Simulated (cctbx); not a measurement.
## Diagnosing a refinement

Cell a = 6.7100 Å, b = 10.7020 Å, c = 7.9620 Å, α = 90.00°, β = 112.67°, γ = 90.00°; space group P2_1/m (no. 11). The compound is SnBH9C3Br3.

Simulated single-crystal data (cctbx): Mo Kα, λ = 0.71073 Å, to d = 0.84 Å, 95 % of the full sphere, strongest reflection 70000 counts, noise from counting, a 2 % proportional error and a noise floor of 8 counts (s.d.); no absorption.

An anisotropic refinement with weights 1/σ² prints:

```text
Rint 0.016, 982 unique reflections to 0.84 A
cycle     R1     wR2    GooF  max shift (A)
   1  0.0089  0.0248   1.531   0.01991
  12  0.0089  0.0244   1.505   0.00071
final R1 0.0089 wR2 0.0244 GooF 1.505  parameters 57  data/parameter 17.2
atom        x        y        z      Ueq    occ   su(xyz)  su(Uiso or U11)
Sn1    0.90419  0.25000  0.48069   0.0049  1.000  0.00002  0.0001
Br1    0.28891  0.57259  0.69550   0.0047  1.000  0.00002  0.0001
Br2    0.23979  0.25000  0.42310   0.0058  1.000  0.00003  0.0001
C1     0.21388  0.25000  0.90548   0.0084  1.000  0.00038  0.0012
C2     0.16297  0.63342  0.18697   0.0079  1.000  0.00028  0.0008
B1     0.95970  0.25000  0.78747   0.0102  1.000  0.00045  0.0014
H1     0.23387  0.25000  0.03547   0.0202  1.000  0.00528  0.0081
H2     0.71963  0.82744  0.12253   0.0237  1.000  0.00392  0.0061
H3     0.17676  0.62317  0.07099   0.0189  1.000  0.00377  0.0055
H4     0.09592  0.55020  0.20837   0.0221  1.000  0.00388  0.0057
difference map: max 1.04 min -0.22 rms 0.07
Q1    0.3368  0.6283  0.2700    4    1.05  1.10 A from C2
Q2    0.2026  0.7500  0.3258    2    0.17  1.11 A from B1
Q3    0.1523  0.6401  0.1336    4    0.17  0.41 A from C2
Q4    0.0434  0.6851  0.3456    4    0.17  1.26 A from B1
Q5    0.3015  0.1820  0.1226    4    0.16  0.99 A from H1
Q6    0.3047  0.2112  0.8856    4    0.15  0.44 A from H2
```

**Question.** Can this result stand? If not, what is the likely fault?

Mend it. The fault: an atom left out, H at (0.3366, 0.6254, 0.2761). Against the right model at the same level, R1 goes from 0.0062 to 0.0089 and GooF from 0.94 to 1.50 and the top difference peak, 1.1 e/Å³, lies 1.10 Å from C2. Q1 is the missing atom. With scattering power missing, scale and phases suffer, so peaks may also grow on the heavy atoms.

The compound is SnBH9C3Br3. The right model at the same level gives:

```text
Rint 0.016, 982 unique reflections to 0.84 A
cycle     R1     wR2    GooF  max shift (A)
   1  0.0063  0.0154   0.951   0.00202
   4  0.0062  0.0152   0.936   0.00043
final R1 0.0062 wR2 0.0152 GooF 0.936  parameters 61  data/parameter 16.1
atom        x        y        z      Ueq    occ   su(xyz)  su(Uiso or U11)
Sn1    0.90420  0.25000  0.48070   0.0050  1.000  0.00001  0.0001
Br1    0.28891  0.57260  0.69550   0.0048  1.000  0.00001  0.0001
Br2    0.23977  0.25000  0.42309   0.0058  1.000  0.00002  0.0001
C1     0.21420  0.25000  0.90570   0.0087  1.000  0.00024  0.0008
C2     0.16254  0.63344  0.18670   0.0078  1.000  0.00017  0.0005
B1     0.96002  0.25000  0.78754   0.0103  1.000  0.00028  0.0008
H1     0.23559  0.25000  0.03699   0.0154  1.000  0.00311  0.0047
H2     0.72088  0.82412  0.12160   0.0204  1.000  0.00238  0.0036
H3     0.33627  0.62780  0.27177   0.0144  1.000  0.00224  0.0032
H4     0.17273  0.62522  0.06620   0.0133  1.000  0.00221  0.0031
H5     0.09547  0.55223  0.20670   0.0221  1.000  0.00243  0.0036
difference map: max 0.17 min -0.21 rms 0.05
Q1    0.3101  0.6870  0.2825    4    0.18  0.67 A from H3
Q2    0.2025  0.7500  0.3231    2    0.18  1.11 A from B1
Q3    0.0384  0.6845  0.3443    4    0.17  1.27 A from B1
Q4    0.2996  0.1789  0.1197    4    0.17  0.99 A from H1
Q5    0.1288  0.0666  0.7006    4    0.15  1.81 A from H2
Q6    0.4114  0.1012  0.2500    4    0.15  1.91 A from Br1
```

Isotropic U is held between 0.0001 and 1 Å² by the program, and listed peak heights are interpolated, so they can pass the grid's maximum.

The model is made up (kin elements in a known structure type, no relaxation), so it says nothing on whether the phase exists.

[Middle refinement cycles are left out of these outputs.]

[Logs are printed without paths, hosts, clocks, repeated set-up lines and the standing remarks that a program may print on its own settings, such as how far it seeks lower states.]
